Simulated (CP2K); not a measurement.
Two runs for the O K edge of 2-hydroxyimidazole. Run A: CP2K XAS_TDP, all-electron GAPW, PBEh(45%), aug-cc-pVDZ, TDA, no relativity. Run B differs in one setting.

First lines with a strength over 0.0015. A:

| atom | energy (eV) | states | strength, one atom |
| --- | --- | --- | --- |
| O1 (bonded to C and H) | 531.38 | 1 | 0.0161 |
|  | 532.64 | 1 | 0.0131 |
|  | 532.97 | 1 | 0.0055 |
|  | 533.69 | 1 | 0.0171 |
|  | 534.07 | 1 | 0.0099 |

B:

```csv
atom,energy (eV),states,"strength, one atom"
O1 (bonded to C and H),536.89,1,0.0160
,538.15,1,0.0129
,538.48,1,0.0055
,539.20,1,0.0169
,539.59,1,0.0098
```

Q: Which was it: scalar relativity switched on, the functional, the basis, GW2X switched on?

GW2X switched on. GW2X shifts an atom's lines together and keeps their spacings. Against PBEh(45%) in aug-cc-pVDZ, the leading line moves by +5.51 eV, to 536.89 eV.

[Banner, clock and machine lines of the logs are left out without a mark of their own.]

[Logs are printed without paths, hosts, clocks, repeated set-up lines and the standing remarks that a program may print on its own settings, such as how far it seeks lower states.]

[Hosts, paths, dates, database ids (printed as entryN), source tags and the programs' standing remarks are cut or masked in the printed files.]
